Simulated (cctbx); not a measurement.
## Accept or mend?

Cell a = 4.4450 Å, b = 4.4450 Å, c = 49.9280 Å, α = 90.00°, β = 90.00°, γ = 90.00°; space group I4/mmm (no. 139). The compound is Ba2Ca3Tl2Cu4S12.

The data are simulated with cctbx, not measured: Ga Kα, λ = 1.3414 Å, to d = 0.83 Å, 80 % of the full sphere, strongest reflection 20000 counts, noise from counting, a 1.5 % proportional error and a noise floor of 15 counts (s.d.); no absorption.

An anisotropic refinement with weights 1/σ² prints:

```text
Rint 0.035, 349 unique reflections to 0.83 A
cycle     R1     wR2    GooF  max shift (A)
   1  0.1268  0.2237  11.717   0.01472
   4  0.1212  0.2129  11.148   0.00039
final R1 0.1212 wR2 0.2129 GooF 11.148  parameters 28  data/parameter 12.5
atom        x        y        z      Ueq    occ   su(xyz)  su(Uiso or U11)
Tl1    0.00000  0.00000  0.27696   0.0194  1.000  0.00007  0.0014
Ba1    0.50000  0.50000  0.34328   0.0034  1.000  0.00009  0.0013
Cu1    0.00000  0.00000  0.46195   0.0078  1.000  0.00024  0.0035
Cu2    0.50000  0.50000  0.10969   0.0053  1.000  0.00023  0.0034
Ca1    0.00000  0.00000  0.00000   0.0105  1.000  0.00000  0.0071
Ca2    0.50000  0.50000  0.42517   0.0111  1.000  0.00032  0.0051
S1     0.50000  0.50000  0.17587   0.0234  1.000  0.00059  0.0057
S2     0.00000  0.50000  0.46352   0.0122  1.000  0.00029  0.0071
S3     0.50000  0.00000  0.38765   0.0061  1.000  0.00026  0.0065
difference map: max 41.89 min -4.58 rms 1.21
Q1    0.0000  0.0000  0.2269    4   42.51  2.50 A from Tl1
Q2    0.0000  0.0000  0.2725    4    9.15  0.22 A from Tl1
Q3    0.0000  0.0000  0.3637    4    5.29  1.33 A from Cu2
Q4    0.0000  0.0000  0.1124    4    4.47  1.88 A from Ca2
Q5    0.0000  0.0000  0.3954    4    3.67  0.26 A from Cu2
Q6    0.0000  0.0000  0.3441    4    3.61  1.00 A from S1
```

**Question.** Can this result stand? If not, what is the likely fault?

Mend it. The fault: an atom left out, S at (1/2, 1/2, 0.2735). Against the right model at the same level, R1 goes from 0.0098 to 0.1212 and GooF from 0.87 to 11.15 and the top difference peak, 42.5 e/Å³, lies 2.50 Å from Tl1. Q1 is the missing atom. With scattering power missing, scale and phases suffer, so peaks may also grow on the heavy atoms.

The compound is Ba2Ca3Tl2Cu4S12. The right model at the same level gives:

```text
Rint 0.035, 349 unique reflections to 0.83 A
cycle     R1     wR2    GooF  max shift (A)
   1  0.0169  0.0287   1.508   0.00236
   2  0.0098  0.0165   0.866   0.00000
final R1 0.0098 wR2 0.0165 GooF 0.866  parameters 31  data/parameter 11.3
atom        x        y        z      Ueq    occ   su(xyz)  su(Uiso or U11)
Tl1    0.00000  0.00000  0.27680   0.0187  1.000  0.00001  0.0001
Ba1    0.50000  0.50000  0.34341   0.0054  1.000  0.00001  0.0001
Cu1    0.00000  0.00000  0.46187   0.0100  1.000  0.00002  0.0003
Cu2    0.50000  0.50000  0.10942   0.0067  1.000  0.00002  0.0003
Ca1    0.00000  0.00000  0.00000   0.0102  1.000  0.00000  0.0005
Ca2    0.50000  0.50000  0.42511   0.0116  1.000  0.00002  0.0004
S1     0.50000  0.50000  0.17641   0.0181  1.000  0.00003  0.0005
S2     0.00000  0.50000  0.46369   0.0179  1.000  0.00002  0.0006
S3     0.50000  0.00000  0.38787   0.0097  1.000  0.00002  0.0005
S4     0.50000  0.50000  0.27349   0.0123  1.000  0.00003  0.0004
difference map: max 0.89 min -1.08 rms 0.16
Q1    0.0000  0.0000  0.5000    2    0.89  1.90 A from Cu1
Q2    0.0000  0.0000  0.0244    4    0.84  1.22 A from Ca1
Q3    0.0000  0.0000  0.3068    4    0.83  0.84 A from S1
Q4    0.0000  0.0000  0.3606    4    0.79  1.50 A from Cu2
Q5    0.0000  0.5000  0.0000    4    0.71  1.81 A from S2
Q6    0.0000  0.0000  0.1701    4    0.67  0.67 A from Ba1
```

Isotropic U is held between 0.0001 and 1 Å² by the program, and listed peak heights are interpolated, so they can pass the grid's maximum.

This is a model crystal, built by substitution and not relaxed, with assumed displacement parameters.

[Middle refinement cycles are left out of these outputs.]

[Logs are printed without paths, hosts, clocks, repeated set-up lines and the standing remarks that a program may print on its own settings, such as how far it seeks lower states.]
